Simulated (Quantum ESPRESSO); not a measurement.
# BaMn2Sb2: which magnetic order is lowest

Does BaMn2Sb2 prefer parallel or opposed moments, or none?

Method: PBEsol; plane waves with GBRV 1.5 PBEsol potentials, no spin-orbit coupling, in Quantum ESPRESSO 7.5.

## 1. The structure

Symmetry: I4/mmm, No. 139, tetragonal system. Conventional cell: a = 4.530 Å, b = 4.530 Å, c = 12.944 Å, α = 90.00°, β = 90.00°, γ = 90.00°. Ba has 8 Sb at 3.66 Å and 8 Mn at 3.95 Å nearest. Nearest to Mn lie 4 Sb at 2.70 Å and 4 Mn at 3.20 Å and 4 Ba at 3.95 Å. Nearest to Sb lie 4 Mn at 2.70 Å and 1 Sb at 3.53 Å and 4 Ba at 3.66 Å. Farther neighbours are not listed.

The cell comes from Materials Project 2023-11-01, a database of computed structures, and need not be the stable phase.

## 2. Run 1, typed as ferro ++

The signs are those of the starting moments on the seeded atoms, the atoms that are given a moment.

Input file pw.in:

```
&CONTROL
  calculation = 'scf'
  prefix = 'pwscf'
  outdir = './tmp'
  pseudo_dir = './pseudo'
  disk_io = 'nowf'
/
&SYSTEM
  ibrav = 0
  nat = 5
  ntyp = 3
  ecutwfc = 40
  ecutrho = 280
  nbnd = 49
  occupations = 'smearing'
  smearing = 'fd'
  degauss = 0.00734986
  nspin = 2
  starting_magnetization(1) = 0
  starting_magnetization(2) = 0.2333
  starting_magnetization(3) = 0
/
&ELECTRONS
  conv_thr = 1d-08
  electron_maxstep = 150
  mixing_beta = 0.3
/
ATOMIC_SPECIES
Ba    137.3270 ba_pbesol_v1.uspp.F.UPF
Mn     54.9380 mn_pbesol_v1.5.uspp.F.UPF
Sb    121.7600 sb_pbesol_v1.4.uspp.F.UPF
CELL_PARAMETERS angstrom
  -2.2651530000    2.2651530000    6.4719120000
   2.2651530000   -2.2651530000    6.4719120000
   2.2651530000    2.2651530000   -6.4719120000
ATOMIC_POSITIONS crystal
Ba      0.0000000000    0.0000000000    0.0000000000
Mn      0.7500000000    0.2500000000    0.5000000000
Mn      0.2500000000    0.7500000000    0.5000000000
Sb      0.6362330000    0.6362330000    0.0000000000
Sb      0.3637670000    0.3637670000    0.0000000000
K_POINTS automatic
8 8 8 0 0 0
```

The run is started by

```console
OMP_NUM_THREADS=1 mpirun -n 4 pw.x -nk 4 -in pw.in > pw.out
```

What it wrote:

```text
Program PWSCF v.7.5 starts

     Message from routine setup:
     using ibrav=0 with symmetry is DISCOURAGED, use correct ibrav instead

     K-points division:     npool     =       4
     Subspace diagonalization in iterative solution of the eigenvalue problem:

     G-vector sticks info
     --------------------
     sticks:   dense  smooth     PW     G-vecs:    dense   smooth      PW
     Sum        3309    1889    639                70853    30689    6101

     Using Slab Decomposition

     bravais-lattice index     =            0
     lattice parameter (alat)  =      13.6463  a.u.
     unit-cell volume          =     896.3637 (a.u.)^3
     number of atoms/cell      =            5
     number of atomic types    =            3
     number of electrons       =        70.00
     number of Kohn-Sham states=           49
     kinetic-energy cutoff     =      40.0000  Ry
     charge density cutoff     =     280.0000  Ry
     scf convergence threshold =      1.0E-08
     mixing beta               =       0.3000
     number of iterations used =            8  plain     mixing
     Exchange-correlation= SLA  PW   PSX  PSC
                           (   1   4  10   8   0   0   0)

     celldm(1)=  13.646319  celldm(2)=   0.000000  celldm(3)=   0.000000
     celldm(4)=   0.000000  celldm(5)=   0.000000  celldm(6)=   0.000000

     crystal axes: (cart. coord. in units of alat)
               a(1) = (  -0.313676   0.313676   0.896223 )
               a(2) = (   0.313676  -0.313676   0.896223 )
               a(3) = (   0.313676   0.313676  -0.896223 )

     reciprocal axes: (cart. coord. in units 2 pi/alat)
               b(1) = ( -0.000000  1.594003  0.557897 )
               b(2) = (  1.594003 -0.000000  0.557897 )
               b(3) = (  1.594003  1.594003  0.000000 )

     PseudoPot. # 1 for Ba read from file:
     ba_pbesol_v1.uspp.F.UPF
     Pseudo is Ultrasoft + core correction, Zval = 10.0
     Generated by new atomic code, or converted to UPF format
     Using radial grid of  907 points,  7 beta functions with:
                l(1) =   0
                l(2) =   0
                l(3) =   1
                l(4) =   1
                l(5) =   2
                l(6) =   2
                l(7) =   3
     Q(r) pseudized with  6 coefficients,  rinner =    1.700   1.700   1.700
                                                       1.700   1.700   1.700
                                                       1.700

     PseudoPot. # 2 for Mn read from file:
     mn_pbesol_v1.5.uspp.F.UPF
     Pseudo is Ultrasoft + core correction, Zval = 15.0
     Generated by new atomic code, or converted to UPF format
     Using radial grid of  859 points,  6 beta functions with:
                l(1) =   0
                l(2) =   0
                l(3) =   1
                l(4) =   1
                l(5) =   2
                l(6) =   2
     Q(r) pseudized with  8 coefficients,  rinner =    0.950   0.950   0.950
                                                       0.950   0.950

     PseudoPot. # 3 for Sb read from file:
     sb_pbesol_v1.4.uspp.F.UPF
     Pseudo is Ultrasoft + core correction, Zval = 15.0
     Generated by new atomic code, or converted to UPF format
     Using radial grid of  891 points,  6 beta functions with:
                l(1) =   0
                l(2) =   0
                l(3) =   1
                l(4) =   1
                l(5) =   2
                l(6) =   2
     Q(r) pseudized with  8 coefficients,  rinner =    1.350   1.350   1.350
                                                       1.350   1.350

     atomic species   valence    mass     pseudopotential
     Ba               10.00   137.32700     Ba( 1.00)
     Mn               15.00    54.93800     Mn( 1.00)
     Sb               15.00   121.76000     Sb( 1.00)

     Starting magnetic structure
     atomic species   magnetization
     Ba              0.000
     Mn              0.233
     Sb              0.000

     16 Sym. Ops., with inversion, found

   Cartesian axes

     site n.     atom                  positions (alat units)
         1        Ba     tau(   1) = (   0.0000000   0.0000000   0.0000000  )
         2        Mn     tau(   2) = (   0.0000000   0.3136757   0.4481113  )
         3        Mn     tau(   3) = (   0.3136757   0.0000000   0.4481113  )
         4        Sb     tau(   4) = (   0.0000000  -0.0000000   1.1404129  )
         5        Sb     tau(   5) = (  -0.0000000  -0.0000000   0.6520325  )

     number of k points=    59  Fermi-Dirac smearing, width (Ry)=  0.0073
                       cart. coord. in units 2pi/alat
        k(    1) = (   0.0000000   0.0000000   0.0000000), wk =   0.0019531
        k(    2) = (   0.1992504   0.1992504   0.0000000), wk =   0.0078125
        k(    3) = (   0.3985007   0.3985007   0.0000000), wk =   0.0078125
        k(    4) = (   0.5977511   0.5977511   0.0000000), wk =   0.0078125
        k(    5) = (  -0.7970015  -0.7970015   0.0000000), wk =   0.0039062
        [... 54 further k-points ...]

     Dense  grid:    70853 G-vectors     FFT dimensions: (  75,  75,  75)

     Smooth grid:    30689 G-vectors     FFT dimensions: (  60,  60,  60)

     Check: negative core charge=   -0.000022
     Generating pointlists ...
     new r_m :   0.2089 (alat units)  2.8504 (a.u.) for type    1
     new r_m :   0.1543 (alat units)  2.1060 (a.u.) for type    2
     new r_m :   0.1543 (alat units)  2.1060 (a.u.) for type    3

     Initial potential from superposition of free atoms

     starting charge      66.9860, renormalised to      70.0000

     negative rho (up, down):  5.086E-02 5.087E-02
     Starting wfcs are   57 randomized atomic wfcs

     Self-consistent Calculation

     iteration #  1     ecut=    40.00 Ry     beta= 0.30
     Davidson diagonalization with overlap
     ethr =  1.00E-02,  avg # of iterations =  4.3

     negative rho (up, down):  4.573E-02 4.582E-02

     total energy              =    -855.47140507 Ry
     estimated scf accuracy    <      17.42676496 Ry

     total magnetization       =     3.36 Bohr mag/cell
     absolute magnetization    =     3.62 Bohr mag/cell

     iteration #  2     ecut=    40.00 Ry     beta= 0.30
     Davidson diagonalization with overlap
     ethr =  1.00E-02,  avg # of iterations =  3.6

     negative rho (up, down):  4.514E-02 4.521E-02

     total energy              =    -858.77777699 Ry
     estimated scf accuracy    <      45.55826474 Ry

     total magnetization       =     0.49 Bohr mag/cell
     absolute magnetization    =     0.53 Bohr mag/cell

     iteration #  3     ecut=    40.00 Ry     beta= 0.30
     Davidson diagonalization with overlap
     ethr =  1.00E-02,  avg # of iterations =  2.0

     negative rho (up, down):  4.460E-02 4.468E-02

     total energy              =    -861.56584374 Ry
     estimated scf accuracy    <       0.69057786 Ry

     total magnetization       =     5.65 Bohr mag/cell
     absolute magnetization    =     6.04 Bohr mag/cell

     [... further iterations left out ...]

     iteration # 13     ecut=    40.00 Ry     beta= 0.30
     Davidson diagonalization with overlap
     ethr =  3.29E-09,  avg # of iterations =  1.9

     negative rho (up, down):  4.402E-02 4.473E-02

     total energy              =    -861.62702576 Ry
     estimated scf accuracy    <       0.00000096 Ry

     total magnetization       =     7.67 Bohr mag/cell
     absolute magnetization    =     8.08 Bohr mag/cell

     iteration # 14     ecut=    40.00 Ry     beta= 0.30
     Davidson diagonalization with overlap
     ethr =  1.38E-09,  avg # of iterations =  2.1

     negative rho (up, down):  4.401E-02 4.473E-02

     total energy              =    -861.62702591 Ry
     estimated scf accuracy    <       0.00000006 Ry

     total magnetization       =     7.67 Bohr mag/cell
     absolute magnetization    =     8.08 Bohr mag/cell

     iteration # 15     ecut=    40.00 Ry     beta= 0.30
     Davidson diagonalization with overlap
     ethr =  8.24E-11,  avg # of iterations =  3.6

     negative rho (up, down):  4.402E-02 4.473E-02

     total energy              =    -861.62702595 Ry
     estimated scf accuracy    <       0.00000005 Ry

     total magnetization       =     7.68 Bohr mag/cell
     absolute magnetization    =     8.08 Bohr mag/cell

     iteration # 16     ecut=    40.00 Ry     beta= 0.30
     Davidson diagonalization with overlap
     ethr =  6.52E-11,  avg # of iterations =  2.7

     negative rho (up, down):  4.401E-02 4.473E-02

     Magnetic moment per site  (integrated on atomic sphere of radius R)
     atom   1 (R=0.209)  charge=  8.1943  magn=  0.0448
     atom   2 (R=0.154)  charge= 13.5069  magn=  3.6053
     atom   3 (R=0.154)  charge= 13.5069  magn=  3.6053
     atom   4 (R=0.154)  charge= 12.2925  magn= -0.0512
     atom   5 (R=0.154)  charge= 12.2925  magn= -0.0512

     End of self-consistent calculation

     Number of k-points >= 100: set verbosity='high' to print the bands.

     the Fermi energy is    10.6535 ev

!    total energy              =    -861.62702596 Ry
     estimated scf accuracy    <          1.5E-09 Ry
     smearing contrib. (-TS)   =      -0.01082589 Ry
     internal energy E=F+TS    =    -861.61620007 Ry

     The total energy is F=E-TS. E is the sum of the following terms:
     one-electron contribution =    -528.06864676 Ry
     hartree contribution      =     294.52701079 Ry
     xc contribution           =    -167.63797385 Ry
     ewald contribution        =    -460.43659025 Ry

     total magnetization       =     7.67 Bohr mag/cell
     absolute magnetization    =     8.08 Bohr mag/cell

     convergence has been achieved in  16 iterations

=------------------------------------------------------------------------------=
   JOB DONE.
=------------------------------------------------------------------------------=
```

Wall time 4.6 min (4 MPI ranks of Arm Neoverse V2, shared host); peak memory 1.3 GiB; 18 min of CPU time.

Spin moment in the atom's sphere by atom:

```tsv
atom	spin moment in the atom's sphere (μB)
Ba1	0.04
Mn2	3.61
Mn3	3.61
Sb4	-0.05
Sb5	-0.05
```

This step gave:

```yaml
smearing_term_ts: 0.1473 eV
magnetization: 7.675 μB
absolute_magnetization: 8.079 μB
final_state: ferromagnetic
```

## 3. Start 2: antiferro q=(1/2,1/2,1/2) +−−+

The cell is doubled to 10 atoms to hold this order. The wavevector q is in fractions of the reciprocal vectors of the crystal's primitive cell, as the cells of these inputs are built from it; moments change sign between cells as cos(2π q·R).

Input file pw.in:

```
&CONTROL
  calculation = 'scf'
  prefix = 'pwscf'
  outdir = './tmp'
  pseudo_dir = './pseudo'
  disk_io = 'nowf'
/
&SYSTEM
  ibrav = 0
  nat = 10
  ntyp = 4
  ecutwfc = 40
  ecutrho = 280
  nbnd = 86
  occupations = 'smearing'
  smearing = 'fd'
  degauss = 0.00734986
  nspin = 2
  starting_magnetization(1) = 0
  starting_magnetization(2) = 0.2333
  starting_magnetization(3) = -0.2333
  starting_magnetization(4) = 0
/
&ELECTRONS
  conv_thr = 2d-08
  electron_maxstep = 150
  mixing_beta = 0.3
/
ATOMIC_SPECIES
Ba    137.3270 ba_pbesol_v1.uspp.F.UPF
Mn1    54.9380 mn_pbesol_v1.5.uspp.F.UPF
Mn2    54.9380 mn_pbesol_v1.5.uspp.F.UPF
Sb    121.7600 sb_pbesol_v1.4.uspp.F.UPF
CELL_PARAMETERS angstrom
  -4.5303060000    4.5303060000   12.9438240000
   0.0000000000    0.0000000000   12.9438240000
   0.0000000000    4.5303060000    0.0000000000
ATOMIC_POSITIONS crystal
Ba      0.0000000000    0.0000000000    0.0000000000
Ba      0.5000000000    0.0000000000    0.0000000000
Mn1     0.0000000000    0.2500000000    0.5000000000
Mn2     0.5000000000    0.2500000000    0.5000000000
Mn2     0.5000000000    0.7500000000    0.5000000000
Mn1     0.0000000000    0.7500000000    0.5000000000
Sb      0.0000000000    0.6362330000    0.0000000000
Sb      0.5000000000    0.6362330000    0.0000000000
Sb      0.0000000000    0.3637670000    0.0000000000
Sb      0.5000000000    0.3637670000    0.0000000000
K_POINTS automatic
4 8 8 0 0 0
```

What it wrote:

```text
[banner, memory and clock lines left out]
Program PWSCF v.7.5 starts

     Message from routine setup:
     using ibrav=0 with symmetry is DISCOURAGED, use correct ibrav instead

     bravais-lattice index     =            0
     lattice parameter (alat)  =      27.2926  a.u.
     unit-cell volume          =    1792.7275 (a.u.)^3
     number of atoms/cell      =           10
     number of atomic types    =            4
     number of electrons       =       140.00
     number of Kohn-Sham states=           86
     kinetic-energy cutoff     =      40.0000  Ry
     charge density cutoff     =     280.0000  Ry
     scf convergence threshold =      2.0E-08
     mixing beta               =       0.3000
     number of iterations used =            8  plain     mixing
     Exchange-correlation= SLA  PW   PSX  PSC
                           (   1   4  10   8   0   0   0)

     celldm(1)=  27.292639  celldm(2)=   0.000000  celldm(3)=   0.000000
     celldm(4)=   0.000000  celldm(5)=   0.000000  celldm(6)=   0.000000

     crystal axes: (cart. coord. in units of alat)
               a(1) = (  -0.313676   0.313676   0.896223 )
               a(2) = (   0.000000   0.000000   0.896223 )
               a(3) = (   0.000000   0.313676   0.000000 )

     reciprocal axes: (cart. coord. in units 2 pi/alat)
               b(1) = ( -3.188006  0.000000  0.000000 )
               b(2) = (  3.188006 -0.000000  1.115794 )
               b(3) = (  3.188006  3.188006 -0.000000 )

     PseudoPot. # 1 for Ba read from file:
     ba_pbesol_v1.uspp.F.UPF
     Pseudo is Ultrasoft + core correction, Zval = 10.0

     PseudoPot. # 2 for Mn read from file:
     mn_pbesol_v1.5.uspp.F.UPF
     Pseudo is Ultrasoft + core correction, Zval = 15.0

     PseudoPot. # 3 for Mn read from file:
     mn_pbesol_v1.5.uspp.F.UPF
     Pseudo is Ultrasoft + core correction, Zval = 15.0

     PseudoPot. # 4 for Sb read from file:
     sb_pbesol_v1.4.uspp.F.UPF
     Pseudo is Ultrasoft + core correction, Zval = 15.0

     atomic species   valence    mass     pseudopotential
     Ba               10.00   137.32700     Ba( 1.00)
     Mn1              15.00    54.93800     Mn( 1.00)
     Mn2              15.00    54.93800     Mn( 1.00)
     Sb               15.00   121.76000     Sb( 1.00)

     Starting magnetic structure
     atomic species   magnetization
     Ba              0.000
     Mn1             0.233
     Mn2            -0.233
     Sb              0.000

     16 Sym. Ops., with inversion, found ( 8 have fractional translation)

   Cartesian axes

     site n.     atom                  positions (alat units)
         1        Ba     tau(   1) = (   0.0000000   0.0000000   0.0000000  )
         2        Ba     tau(   2) = (  -0.1568378   0.1568378   0.4481113  )
         3        Mn1    tau(   3) = (   0.0000000   0.1568378   0.2240557  )
         4        Mn2    tau(   4) = (  -0.1568378   0.3136757   0.6721670  )
         5        Mn2    tau(   5) = (  -0.1568378   0.3136757   1.1202784  )
         6        Mn1    tau(   6) = (   0.0000000   0.1568378   0.6721670  )
         7        Sb     tau(   7) = (   0.0000000   0.0000000   0.5702065  )
         8        Sb     tau(   8) = (  -0.1568378   0.1568378   1.0183178  )
         9        Sb     tau(   9) = (   0.0000000   0.0000000   0.3260162  )
        10        Sb     tau(  10) = (  -0.1568378   0.1568378   0.7741276  )

     number of k points=    39  Fermi-Dirac smearing, width (Ry)=  0.0073
                       cart. coord. in units 2pi/alat
        k(    1) = (   0.0000000   0.0000000   0.0000000), wk =   0.0039062
        k(    2) = (   0.3985007   0.3985007   0.0000000), wk =   0.0156250
        k(    3) = (   0.7970015   0.7970015   0.0000000), wk =   0.0156250
        k(    4) = (   1.1955022   1.1955022   0.0000000), wk =   0.0156250
        k(    5) = (  -1.5940030  -1.5940030   0.0000000), wk =   0.0039062
        [... 34 further k-points ...]

     Dense  grid:   141595 G-vectors     FFT dimensions: ( 150, 135,  45)

     Smooth grid:    61359 G-vectors     FFT dimensions: ( 120, 100,  36)

     Check: negative core charge=   -0.000022
     Generating pointlists ...
     new r_m :   0.1044 (alat units)  2.8504 (a.u.) for type    1
     new r_m :   0.0772 (alat units)  2.1060 (a.u.) for type    2
     new r_m :   0.0772 (alat units)  2.1060 (a.u.) for type    3
     new r_m :   0.0772 (alat units)  2.1060 (a.u.) for type    4

     Initial potential from superposition of free atoms

     starting charge     133.9720, renormalised to     140.0000

     negative rho (up, down):  1.013E-01 1.013E-01
     Starting wfcs are  114 randomized atomic wfcs

     Self-consistent Calculation

     iteration #  1     ecut=    40.00 Ry     beta= 0.30
     Davidson diagonalization with overlap
     ethr =  1.00E-02,  avg # of iterations =  3.8

     negative rho (up, down):  9.125E-02 9.125E-02

     total energy              =   -1711.68474851 Ry
     estimated scf accuracy    <      33.26430383 Ry

     total magnetization       =     0.00 Bohr mag/cell
     absolute magnetization    =     8.63 Bohr mag/cell

     iteration #  2     ecut=    40.00 Ry     beta= 0.30
     Davidson diagonalization with overlap
     ethr =  1.00E-02,  avg # of iterations =  5.2

     negative rho (up, down):  9.007E-02 9.008E-02

     total energy              =   -1717.39386935 Ry
     estimated scf accuracy    <      89.06376177 Ry

     total magnetization       =     0.00 Bohr mag/cell
     absolute magnetization    =     1.00 Bohr mag/cell

     [... further iterations left out ...]

     iteration # 15     ecut=    40.00 Ry     beta= 0.30
     Davidson diagonalization with overlap
     ethr =  6.89E-10,  avg # of iterations =  3.8

     negative rho (up, down):  8.833E-02 8.833E-02

     total energy              =   -1723.31012901 Ry
     estimated scf accuracy    <       0.00000009 Ry

     total magnetization       =    -0.00 Bohr mag/cell
     absolute magnetization    =    16.25 Bohr mag/cell

     iteration # 16     ecut=    40.00 Ry     beta= 0.30
     Davidson diagonalization with overlap
     ethr =  6.24E-11,  avg # of iterations =  4.2

     negative rho (up, down):  8.833E-02 8.833E-02

     Magnetic moment per site  (integrated on atomic sphere of radius R)
     atom   1 (R=0.104)  charge=  8.1826  magn= -0.0000
     atom   2 (R=0.104)  charge=  8.1826  magn= -0.0000
     atom   3 (R=0.077)  charge= 13.4993  magn=  3.6513
     atom   4 (R=0.077)  charge= 13.4994  magn= -3.6513
     atom   5 (R=0.077)  charge= 13.4994  magn= -3.6513
     atom   6 (R=0.077)  charge= 13.4993  magn=  3.6513
     atom   7 (R=0.077)  charge= 12.3067  magn=  0.0000
     atom   8 (R=0.077)  charge= 12.3067  magn=  0.0000
     atom   9 (R=0.077)  charge= 12.3067  magn=  0.0000
     atom  10 (R=0.077)  charge= 12.3067  magn=  0.0000

     End of self-consistent calculation

     [... lines left out ...]
     the Fermi energy is    10.7939 ev

!    total energy              =   -1723.31012904 Ry
     estimated scf accuracy    <       0.00000002 Ry
     smearing contrib. (-TS)   =      -0.01261862 Ry
     internal energy E=F+TS    =   -1723.29751042 Ry

     The total energy is F=E-TS. E is the sum of the following terms:
     one-electron contribution =   -1056.21964494 Ry
     hartree contribution      =     589.08618161 Ry
     xc contribution           =    -335.29086658 Ry
     ewald contribution        =    -920.87318051 Ry

     total magnetization       =    -0.00 Bohr mag/cell
     absolute magnetization    =    16.25 Bohr mag/cell

     convergence has been achieved in  16 iterations
```

Elapsed: 15 min, on 4 MPI ranks; peak memory 2.4 GiB; 59 min of CPU time.

Spin moment in the atom's sphere by atom:

```tsv
atom	spin moment in the atom's sphere (μB)
Ba1	0.00
Ba2	0.00
Mn3	3.65
Mn4	-3.65
Mn5	-3.65
Mn6	3.65
Sb7	0.00
Sb8	0.00
Sb9	0.00
Sb10	0.00
```

Read from the output:

```yaml
smearing_term_ts: 0.1717 eV
magnetization: 0 μB
absolute_magnetization: 16.25 μB
final_state: antiferromagnetic
```

(Part 1 of 2 ends here.)

[Logs and program files are shortened in this print: banners, set-up blocks, solver, clock and traceback lines can be left out without a mark of their own.]

[Logs are printed without paths, hosts, clocks, repeated set-up lines and the standing remarks that a program may print on its own settings, such as how far it seeks lower states.]

[Hosts, paths, dates, database ids (printed as entryN), source tags and the programs' standing remarks are cut or masked in the printed files.]

[Where a cell is said to come from a database of computed structures, the database is the Materials Project.]
